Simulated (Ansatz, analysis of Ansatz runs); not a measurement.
**Be3N2 (P6_3/mmc), nudged elastic band: H transfer from N to N (q = +1)**

How high is the barrier when H changes place in Be3N2 (P6_3/mmc)? The case: H transfer from N to N, charge +1, in a cell of 120 host atoms with 1 H put in.

Program: Ansatz 0.2.0. Level of theory: plane-wave PAW DFT, PBEsol; nudged elastic band between two relaxed defect structures at fixed charge in a uniform background. Results are calculated unless marked as measured.

### Step 1. Set-up

The cell holds 121 atoms: 72 Be, 48 N and 1 H. Its edges and angles: a = 9.829 Å, b = 9.829 Å, c = 9.710 Å, α = 90.0°, β = 90.0°, γ = 120.0°. It derives from Be3N2 (space group P6_3/mmc). Nearest the centre at fractional (0.583, 0.583, 0.750): H121 at 0.39 Å, Be106 at 0.82 Å, N118 at 1.42 Å, N119 at 1.42 Å, Be107 at 2.17 Å, Be108 at 2.17 Å, Be97 at 2.19 Å, Be94 at 2.19 Å. The cell carries charge +1.

The cell's shortest repeat is 9.7 Å.

### Step 2. Relaxation of the start point, charge +1

A barrier is counted from a minimum, so both ends are relaxed first. Small random displacements break the symmetry of the ideal sites, so that the defect can distort if it gains by it. The charge of +1 is set by the electron count, and a uniform background keeps the cell neutral.

Contents of qp1.start/input.yaml:

```yaml
crystal:
  lattice:
    - [8.51188336, 4.91433815, 0.0]
    - [-8.51188336, 4.91433815, 0.0]
    - [0.0, 0.0, 9.71005664]
  atoms:
    - { symbol: Be, position: [0.0, 0.33333333, 0.07824696] }
    - { symbol: Be, position: [0.16666667, 0.16666667, 0.07824696] }
    - { symbol: Be, position: [0.33333333, 0.0, 0.07824696] }
    - { symbol: Be, position: [0.0, 0.16666667, 0.57824696] }
    - { symbol: Be, position: [0.16666667, 0.0, 0.57824696] }
    - { symbol: Be, position: [0.33333333, 0.33333333, 0.57824696] }
    - { symbol: Be, position: [0.0, 0.16666667, 0.92175304] }
    - { symbol: Be, position: [0.16666667, 0.0, 0.92175304] }
    - { symbol: Be, position: [0.33333333, 0.33333333, 0.92175304] }
    - { symbol: Be, position: [0.0, 0.33333333, 0.42175304] }
    - { symbol: Be, position: [0.16666667, 0.16666667, 0.42175304] }
    - { symbol: Be, position: [0.33333333, 0.0, 0.42175304] }
    - { symbol: Be, position: [0.0, 0.0, 0.25] }
    - { symbol: Be, position: [0.16666667, 0.33333333, 0.25] }
    - { symbol: Be, position: [0.33333333, 0.16666667, 0.25] }
    - { symbol: Be, position: [0.0, 0.0, 0.75] }
    - { symbol: Be, position: [0.16666667, 0.33333333, 0.75] }
    - { symbol: Be, position: [0.33333333, 0.16666667, 0.75] }
    - { symbol: "N", position: [0.0, 0.0, 0.0] }
    - { symbol: "N", position: [0.16666667, 0.33333333, 0.0] }
    - { symbol: "N", position: [0.33333333, 0.16666667, 0.0] }
    - { symbol: "N", position: [0.0, 0.0, 0.5] }
    - { symbol: "N", position: [0.16666667, 0.33333333, 0.5] }
    - { symbol: "N", position: [0.33333333, 0.16666667, 0.5] }
    - { symbol: "N", position: [0.0, 0.33333333, 0.25] }
    - { symbol: "N", position: [0.16666667, 0.16666667, 0.25] }
    - { symbol: "N", position: [0.33333333, 0.0, 0.25] }
    - { symbol: "N", position: [0.0, 0.16666667, 0.75] }
    - { symbol: "N", position: [0.16666667, 0.0, 0.75] }
    - { symbol: "N", position: [0.33333333, 0.33333333, 0.75] }
    - { symbol: Be, position: [0.0, 0.83333333, 0.07824696] }
    - { symbol: Be, position: [0.16666667, 0.66666667, 0.07824696] }
    - { symbol: Be, position: [0.33333333, 0.5, 0.07824696] }
    - { symbol: Be, position: [0.0, 0.66666667, 0.57824696] }
    - { symbol: Be, position: [0.16666667, 0.5, 0.57824696] }
    - { symbol: Be, position: [0.33333333, 0.83333333, 0.57824696] }
    - { symbol: Be, position: [0.0, 0.66666667, 0.92175304] }
    - { symbol: Be, position: [0.16666667, 0.5, 0.92175304] }
    - { symbol: Be, position: [0.33333333, 0.83333333, 0.92175304] }
    - { symbol: Be, position: [0.0, 0.83333333, 0.42175304] }
    - { symbol: Be, position: [0.16666667, 0.66666667, 0.42175304] }
    - { symbol: Be, position: [0.33333333, 0.5, 0.42175304] }
    - { symbol: Be, position: [0.0, 0.5, 0.25] }
    - { symbol: Be, position: [0.16666667, 0.83333333, 0.25] }
    - { symbol: Be, position: [0.33333333, 0.66666667, 0.25] }
    - { symbol: Be, position: [0.0, 0.5, 0.75] }
    - { symbol: Be, position: [0.16666667, 0.83333333, 0.75] }
    - { symbol: Be, position: [0.33333333, 0.66666667, 0.75] }
    - { symbol: "N", position: [0.0, 0.5, 0.0] }
    - { symbol: "N", position: [0.16666667, 0.83333333, 0.0] }
    - { symbol: "N", position: [0.33333333, 0.66666667, 0.0] }
    - { symbol: "N", position: [0.0, 0.5, 0.5] }
    - { symbol: "N", position: [0.16666667, 0.83333333, 0.5] }
    - { symbol: "N", position: [0.33333333, 0.66666667, 0.5] }
    - { symbol: "N", position: [0.0, 0.83333333, 0.25] }
    - { symbol: "N", position: [0.16666667, 0.66666667, 0.25] }
    - { symbol: "N", position: [0.33333333, 0.5, 0.25] }
    - { symbol: "N", position: [0.0, 0.66666667, 0.75] }
    - { symbol: "N", position: [0.16666667, 0.5, 0.75] }
    - { symbol: "N", position: [0.33333333, 0.83333333, 0.75] }
    - { symbol: Be, position: [0.5, 0.33333333, 0.07824696] }
    - { symbol: Be, position: [0.66666667, 0.16666667, 0.07824696] }
    - { symbol: Be, position: [0.83333333, 0.0, 0.07824696] }
    - { symbol: Be, position: [0.5, 0.16666667, 0.57824696] }
    - { symbol: Be, position: [0.66666667, 0.0, 0.57824696] }
    - { symbol: Be, position: [0.83333333, 0.33333333, 0.57824696] }
    - { symbol: Be, position: [0.5, 0.16666667, 0.92175304] }
    - { symbol: Be, position: [0.66666667, 0.0, 0.92175304] }
    - { symbol: Be, position: [0.83333333, 0.33333333, 0.92175304] }
    - { symbol: Be, position: [0.5, 0.33333333, 0.42175304] }
    - { symbol: Be, position: [0.66666667, 0.16666667, 0.42175304] }
    - { symbol: Be, position: [0.83333333, 0.0, 0.42175304] }
    - { symbol: Be, position: [0.5, 0.0, 0.25] }
    - { symbol: Be, position: [0.66666667, 0.33333333, 0.25] }
    - { symbol: Be, position: [0.83333333, 0.16666667, 0.25] }
    - { symbol: Be, position: [0.5, 0.0, 0.75] }
    - { symbol: Be, position: [0.66666667, 0.33333333, 0.75] }
    - { symbol: Be, position: [0.83333333, 0.16666667, 0.75] }
    - { symbol: "N", position: [0.5, 0.0, 0.0] }
    - { symbol: "N", position: [0.66666667, 0.33333333, 0.0] }
    - { symbol: "N", position: [0.83333333, 0.16666667, 0.0] }
    - { symbol: "N", position: [0.5, 0.0, 0.5] }
    - { symbol: "N", position: [0.66666667, 0.33333333, 0.5] }
    - { symbol: "N", position: [0.83333333, 0.16666667, 0.5] }
    - { symbol: "N", position: [0.5, 0.33333333, 0.25] }
    - { symbol: "N", position: [0.66666667, 0.16666667, 0.25] }
    - { symbol: "N", position: [0.83333333, 0.0, 0.25] }
    - { symbol: "N", position: [0.5, 0.16666667, 0.75] }
    - { symbol: "N", position: [0.66666667, 0.0, 0.75] }
    - { symbol: "N", position: [0.83333333, 0.33333333, 0.75] }
    - { symbol: Be, position: [0.5, 0.83333333, 0.07824696] }
    - { symbol: Be, position: [0.66666667, 0.66666667, 0.07824696] }
    - { symbol: Be, position: [0.83333333, 0.5, 0.07824696] }
    - { symbol: Be, position: [0.5, 0.66666667, 0.57824696] }
    - { symbol: Be, position: [0.66666667, 0.5, 0.57824696] }
    - { symbol: Be, position: [0.83333333, 0.83333333, 0.57824696] }
    - { symbol: Be, position: [0.5, 0.66666667, 0.92175304] }
    - { symbol: Be, position: [0.66666667, 0.5, 0.92175304] }
    - { symbol: Be, position: [0.83333333, 0.83333333, 0.92175304] }
    - { symbol: Be, position: [0.5, 0.83333333, 0.42175304] }
    - { symbol: Be, position: [0.66666667, 0.66666667, 0.42175304] }
    - { symbol: Be, position: [0.83333333, 0.5, 0.42175304] }
    - { symbol: Be, position: [0.5, 0.5, 0.25] }
    - { symbol: Be, position: [0.66666667, 0.83333333, 0.25] }
    - { symbol: Be, position: [0.83333333, 0.66666667, 0.25] }
    - { symbol: Be, position: [0.5, 0.5, 0.75] }
    - { symbol: Be, position: [0.66666667, 0.83333333, 0.75] }
    - { symbol: Be, position: [0.83333333, 0.66666667, 0.75] }
    - { symbol: "N", position: [0.5, 0.5, 0.0] }
    - { symbol: "N", position: [0.66666667, 0.83333333, 0.0] }
    - { symbol: "N", position: [0.83333333, 0.66666667, 0.0] }
    - { symbol: "N", position: [0.5, 0.5, 0.5] }
    - { symbol: "N", position: [0.66666667, 0.83333333, 0.5] }
    - { symbol: "N", position: [0.83333333, 0.66666667, 0.5] }
    - { symbol: "N", position: [0.5, 0.83333333, 0.25] }
    - { symbol: "N", position: [0.66666667, 0.66666667, 0.25] }
    - { symbol: "N", position: [0.83333333, 0.5, 0.25] }
    - { symbol: "N", position: [0.5, 0.66666667, 0.75] }
    - { symbol: "N", position: [0.66666667, 0.5, 0.75] }
    - { symbol: "N", position: [0.83333333, 0.83333333, 0.75] }
    - { symbol: H, position: [0.56041, 0.606256, 0.75] }
total_charge: 1
basis:
  ecutwfc: 420
  xc_grid: 2
hamiltonian:
  xc: pbesol
kpoints:
  mp_grid: { grid: [1, 1, 1], shift: [0.25, 0.25, 0.25] }
scf:
  occupations: { method: fixed }
  max_iter: 150
output:
  forces: true
relax:
  f_tol: 0.02
  max_steps: 70
  random_displacement: { amplitude: 0.03, seed: 7956 }
```

On the command line:

```bash
ansatz run input.yaml --threads 4 --pin off --max-ram 14131MiB --backend cpu --events-out ev --progress --plain --runs-dir out
```

Numbers of over 12 decimals in the logs are rounded to 6 here.

What it wrote:

```text
[... repeated set-up lines and file paths are left out, and long positions are rounded to six places ...]
The last accepted step is kept in <dir> (removed where the run ends without a failure and the disk answers)
Engine: ansatz 0.2.0, x86_64-unknown-linux-gnu
Pseudopotentials: kind: paw
Pseudopotential: Be, paw, valence charge 2, recommended cutoff 420 eV (normal), Be.paw.azcp
Pseudopotential: N, paw, valence charge 5, recommended cutoff 420 eV (normal), N.paw.azcp
Pseudopotential: H, paw, valence charge 1, recommended cutoff 420 eV (normal), H.paw.azcp
Functional definition: PBEsol
  exchange = pbesol_x
  correlation = pbesol_c
Crystal: 121 atoms, lattice volume = 812.349 Å³
Basis set: ecut = 420 eV, 15933 PW (Γ), exchange–correlation on 144×144×144 points (8 copies of the dense FFT grid, shifted against one another)
Bands: 313, of which v1, the nominal top of the filled ones, is band 192 counted from 1 (191 counted from 0)
Symmetry: 1 space group operations
k-points: 1
Non-local potential: Be, projectors of the file, l = 0: 2, l = 1: 2, l = 2: 1
Non-local potential: N, projectors of the file, l = 0: 2, l = 1: 2, l = 2: 1
Non-local potential: H, projectors of the file, l = 0: 2, l = 1: 1
PAW form: soft (Blöchl's): semilocal exchange-correlation on the pseudo side does not see the compensation charge
PAW frozen core: Be, regenerated for the run's functional, and the local potential with it (the file was generated under x = pbe(κ = 0.804, μ = 0.219515), c = pbe(β = 0.066725))
PAW frozen core: N, regenerated for the run's functional, and the local potential with it (the file was generated under x = pbe(κ = 0.804, μ = 0.219515), c = pbe(β = 0.066725))
PAW one-centre angular grid: Be, 110 points (default); XC on 64 Gauss nodes
PAW one-centre angular grid: N, 110 points (default); XC on 64 Gauss nodes
PAW one-centre angular grid: H, 110 points (default); XC on 64 Gauss nodes
Initial density: superposition of atomic densities (neutral atoms scaled as one to the charged cell's electrons: chi_scale 0, normalization atom), corrected by the library's trained network
Initial wavefunctions: pseudopotential atomic-orbital guess
Functional: x = pbesol(κ = 0.804, μ = 0.123457), c = pbesol(β = 0.046)
SCF iter   1: F=—  HF=-24825.693307 eV  |F-HF|=—  |Δ(HF+E_count)|=         —  Δρ=7.99e-3  dr2=8.03e-1  ethr=1.77e-3  ⟨swp⟩=6.0  Hψ=1624  notcnv=0  defer=117
preconditioner: auto → Resta (q_TF=auto, 2.408 Å⁻¹)  ε∞=3.7  [insulator: Δε(μ)=4.339 eV  Ē_g=15.538 eV  n_scr=198 (ndim 8)  ℏωp=25.5 eV  f_vac=0.000  ε∞_Penn≈3.7]
SCF iter   2: F=—  HF=-24825.481730 eV  |F-HF|=—  |Δ(HF+E_count)|=   2.12e-1  Δρ=2.85e-3  dr2=9.69e-2  ethr=2.09e-4  ⟨swp⟩=3.0  Hψ=516  notcnv=0  defer=119
SCF iter   3: F=—  HF=-24825.449590 eV  |F-HF|=—  |Δ(HF+E_count)|=   3.21e-2  Δρ=1.14e-3  dr2=1.15e-2  ethr=2.52e-5  ⟨swp⟩=4.0  Hψ=543  notcnv=0  defer=54
automatic band count: iteration 3 solves 248 bands in place of 313: the levels show a gap, and the empty bands left out lie too high to hold charge; the band table lists the bands solved (type scf.n_extra_bands for more)
SCF iter   4: F=—  HF=-24825.445529 eV  |F-HF|=—  |Δ(HF+E_count)|=   4.06e-3  Δρ=2.94e-4  dr2=6.38e-4  ethr=2.99e-6  ⟨swp⟩=3.0  Hψ=397  notcnv=0  defer=54
SCF iter   5: F=—  HF=-24825.445687 eV  |F-HF|=—  |Δ(HF+E_count)|=   1.59e-4  Δρ=1.27e-4  dr2=1.10e-4  ethr=1.66e-7  ⟨swp⟩=2.0  Hψ=440  notcnv=0  defer=54
SCF iter   6: F=-24825.445664 eV  HF=-24825.445664 eV  |F-HF|=1.23e-7  |Δ(HF+E_count)|=   2.32e-5  Δρ=2.90e-5  dr2=4.02e-6  ethr=2.60e-9  ⟨swp⟩=3.0  Hψ=957  notcnv=0
SCF 1 converged in 6 iterations: F = -24825.445664 eV  dr2 = 4.02e-6
  greatest PAW one-centre occupation: 0.799 electrons in one spin orbital (limit 2), on the N atom at site 117 (counted from 0), in its partial waves of l = 0
relax step   1: F+E_penalty+E_count = -24825.44566407 eV  Δ(F+E_penalty+E_count) = +0.000e0 eV  max|allowed force component| = 1.757e1 eV/Å  Δτ_max = 0.0000 Å  (6 SCF iters, dr2 threshold 1.00e-5 eV, accepted)
[... the SCF cycles and remarks between the steps are left out from here to the last step ...]
relax step   2: F+E_penalty+E_count = -24828.77866970 eV  Δ(F+E_penalty+E_count) = -3.333e0 eV  max|allowed force component| = 7.282e0 eV/Å  Δτ_max = 0.1108 Å  (5 SCF iters, dr2 threshold 1.00e-4 eV, accepted)
relax step   3: F+E_penalty+E_count = -24830.07728900 eV  Δ(F+E_penalty+E_count) = -1.299e0 eV  max|allowed force component| = 2.689e0 eV/Å  Δτ_max = 0.2000 Å  (5 SCF iters, dr2 threshold 1.00e-4 eV, accepted)
relax step   4: F+E_penalty+E_count = -24830.38005749 eV  Δ(F+E_penalty+E_count) = -3.028e-1 eV  max|allowed force component| = 1.161e0 eV/Å  Δτ_max = 0.2000 Å  (5 SCF iters, dr2 threshold 1.00e-4 eV, accepted)
relax step   5: F+E_penalty+E_count = -24830.48110167 eV  Δ(F+E_penalty+E_count) = -1.010e-1 eV  max|allowed force component| = 6.539e-1 eV/Å  Δτ_max = 0.2000 Å  (5 SCF iters, dr2 threshold 1.00e-4 eV, accepted)
relax step   6: F+E_penalty+E_count = -24830.58417569 eV  Δ(F+E_penalty+E_count) = -1.031e-1 eV  max|allowed force component| = 1.215e-1 eV/Å  Δτ_max = 0.2000 Å  (5 SCF iters, dr2 threshold 7.98e-5 eV, accepted)
relax step   7: F+E_penalty+E_count = -24830.61368537 eV  Δ(F+E_penalty+E_count) = -2.951e-2 eV  max|allowed force component| = 4.759e-2 eV/Å  Δτ_max = 0.1395 Å  (6 SCF iters, dr2 threshold 9.23e-7 eV, accepted)
SCF iter   1: F=—  HF=-24830.615294 eV  |F-HF|=—  |Δ(HF+E_count)|=         —  Δρ=7.15e-4  dr2=3.14e-3  ethr=8.03e-6  ⟨swp⟩=3.0  Hψ=461  notcnv=0  defer=54
automatic band count: iteration 1 solves 248 bands in place of 313: the levels show a gap, and the empty bands left out lie too high to hold charge; the band table lists the bands solved (type scf.n_extra_bands for more)
SCF iter   2: F=—  HF=-24830.614588 eV  |F-HF|=—  |Δ(HF+E_count)|=   7.06e-4  Δρ=3.82e-4  dr2=8.38e-4  ethr=8.19e-7  ⟨swp⟩=2.0  Hψ=349  notcnv=0  defer=53
SCF iter   3: F=—  HF=-24830.614366 eV  |F-HF|=—  |Δ(HF+E_count)|=   2.22e-4  Δρ=9.10e-5  dr2=6.90e-5  ethr=2.18e-7  ⟨swp⟩=2.0  Hψ=390  notcnv=0  defer=51
SCF iter   4: F=—  HF=-24830.614964 eV  |F-HF|=—  |Δ(HF+E_count)|=   5.98e-4  Δρ=2.11e-5  dr2=2.61e-6  ethr=1.80e-8  ⟨swp⟩=2.0  Hψ=393  notcnv=0  defer=47
SCF iter   5: F=—  HF=-24830.614964 eV  |F-HF|=—  |Δ(HF+E_count)|=   4.05e-7  Δρ=7.48e-6  dr2=4.18e-7  ethr=6.79e-10  ⟨swp⟩=2.0  Hψ=393  notcnv=0  defer=47
SCF iter   6: F=-24830.614964 eV  HF=-24830.614964 eV  |F-HF|=1.44e-8  |Δ(HF+E_count)|=   9.82e-8  Δρ=2.04e-6  dr2=2.71e-8  ethr=2.60e-11  ⟨swp⟩=4.0  Hψ=765  notcnv=0
SCF 8 converged in 6 iterations: F = -24830.614964 eV  dr2 = 2.71e-8
relax step   8: F+E_penalty+E_count = -24830.61496376 eV  Δ(F+E_penalty+E_count) = -1.278e-3 eV  max|allowed force component| = 1.343e-2 eV/Å  Δτ_max = 0.0332 Å  (6 SCF iters, accepted)
SCF converged after 6 iterations
Free energy (F): -24830.614964 eV
Harris-Foulkes:  -24830.614964 eV  (|F-HF|=1.44e-8)
Internal energy: -24830.614964 eV  (E = F + TS)
E sigma→0 (E₀):  -24830.614964 eV
Fermi energy:    7.717765 eV
--- Per-component energies (eV) ---
  E_band       = 670.697562
  E_kinetic    = 7972.079625
  E_local      = -9729.657259  (includes V_loc(G=0)·N_el)
  E_nonlocal   = 2518.561728
  E_hartree    = 3093.250881
  E_xc         = -4336.937873
  E_vxc        = -5235.505715  (∫ρ·V_xc dr)
  E_paw        = -10020.516649  (= ΣΔE_a)
  E_vpaw       = -1041.285933  (= ΣTr[D̂ρ^β])
  E_aug_tail   = 0.003474  (compensation charges beyond the density's cutoff)
  E_ewald      = -14329.433889
  E_core_change = 2.034999  (= ΣΔE_core)
  E_smearing   = -0.000000  (= −TS)
  E_closure    = 0.000000  (closes the sum)
  E_deformation_potential = 18.724375  (in the stress; not in F)
  Σ components = -24830.614964   (vs F -24830.614964, Δ=0.00e0)
--- Forces (eV/Å), atoms counted from 1 ---
  atom   1  Be    -0.00123225    -0.00160376    -0.00641740
  atom   2  Be     0.00139607     0.00045363    -0.00656067
  [... 91 atoms left out ...]
  atom  94  Be     0.00225013    -0.00414426    -0.00958982
  atom  95  Be     0.00095999     0.00323094    -0.00430786
  [... 1 atom left out ...]
  atom  97  Be     0.00544657     0.00602944     0.01087285
  atom  98  Be     0.00484086    -0.00299249     0.01343476
  [... 7 atoms left out ...]
  atom 106  Be     0.00102746     0.00032377     0.00700754
  atom 107  Be     0.00015072     0.00144744     0.00291101
  atom 108  Be     0.00024950    -0.00217385     0.00464082
  [... 9 atoms left out ...]
  atom 118  N      0.00604003     0.00467316    -0.00588759
  atom 119  N     -0.00413219     0.00114479    -0.00601485
  [... 1 atom left out ...]
  atom 121  H     -0.00686404    -0.00373375    -0.00100837
  max |Σ_I F_I| component: 1.33e-5 eV/Å
--- Relaxed structure (8 steps of the walk, 8 accepted, 0 SCFs on fresh bases) ---
  F+E_penalty+E_count = -24830.61496376 eV   max|allowed force component| = 1.343e-2 eV/Å
  atoms:
    - { symbol: Be, position: [-0.003493, 0.328444, 0.079264] }
    - { symbol: Be, position: [0.167583, 0.166208, 0.077789] }
    [... 91 atoms left out ...]
    - { symbol: Be, position: [0.493410, 0.665785, 0.572204] }
    - { symbol: Be, position: [0.675414, 0.500762, 0.576504] }
    [... 1 atom left out ...]
    - { symbol: Be, position: [0.500674, 0.665674, 0.934100] }
    - { symbol: Be, position: [0.660242, 0.495460, 0.921768] }
    [... 7 atoms left out ...]
    - { symbol: Be, position: [0.492180, 0.483912, 0.714253] }
    - { symbol: Be, position: [0.673935, 0.847395, 0.714681] }
    - { symbol: Be, position: [0.834357, 0.665729, 0.761959] }
    [... 9 atoms left out ...]
    - { symbol: N, position: [0.507458, 0.665686, 0.750691] }
    - { symbol: N, position: [0.664628, 0.499949, 0.748831] }
    [... 1 atom left out ...]
    - { symbol: H, position: [0.612248, 0.665377, 0.775542] }
```

It took 41 s on 4 threads of Intel Xeon Platinum 8488C (Sapphire Rapids), shared host; peak memory 1.6 GiB; 2.5 min of CPU time.

The steps of the relaxation:

| step | energy less that of the first step (eV) | largest force component (eV/Å) |
| --- | --- | --- |
| 1 | 0.0000 | 17.5680 |
| 2 | -3.3330 | 7.2818 |
| 3 | -4.6316 | 2.6888 |
| 4 | -4.9344 | 1.1615 |
| 5 | -5.0354 | 0.6539 |
| 6 | -5.1385 | 0.1215 |
| 7 | -5.1680 | 0.0476 |
| 8 | -5.1693 | 0.0134 |

The atoms that moved most (Å, from the sites as typed, ahead of the random displacement, the mean shift of all atoms taken out):

| atom | dx | dy | dz | length |
| --- | --- | --- | --- | --- |
| H121 | -0.063 | 0.549 | 0.247 | 0.605 |
| Be106 | 0.070 | -0.114 | -0.348 | 0.372 |
| Be107 | -0.059 | 0.108 | -0.344 | 0.365 |
| Be48 | 0.001 | -0.005 | 0.275 | 0.275 |
| Be6 | 0.012 | -0.126 | -0.019 | 0.127 |
| Be45 | 0.006 | -0.001 | 0.123 | 0.123 |
| Be97 | 0.013 | 0.002 | 0.119 | 0.120 |
| Be65 | -0.097 | 0.064 | -0.018 | 0.118 |

Neighbours of H121 at the end:

| atom | distance (Å) |
| --- | --- |
| N118 | 1.059 |
| Be106 | 1.680 |
| Be107 | 1.683 |
| Be97 | 1.891 |
| N119 | 1.953 |
| N120 | 1.957 |
| Be108 | 2.185 |
| Be94 | 2.295 |

Read from the output:

| Item | Value |
| --- | --- |
| free energy | -24830.6150 eV |
| r.m.s. move of the farther half of the atoms | 0.04592 Å |
| largest move from the ideal geometry of this structure, a common shift of the far atoms taken out | 0.6094 Å |

The relaxation gained 5.169 eV and ended with a largest force component of 0.013 eV/Å.

(Part 1 of 6 ends here.)

[Logs are printed without paths, hosts, clocks, repeated set-up lines and the standing remarks that a program may print on its own settings, such as how far it seeks lower states.]

[Hosts, paths, dates, database ids (printed as entryN), source tags and the programs' standing remarks are cut or masked in the printed files.]
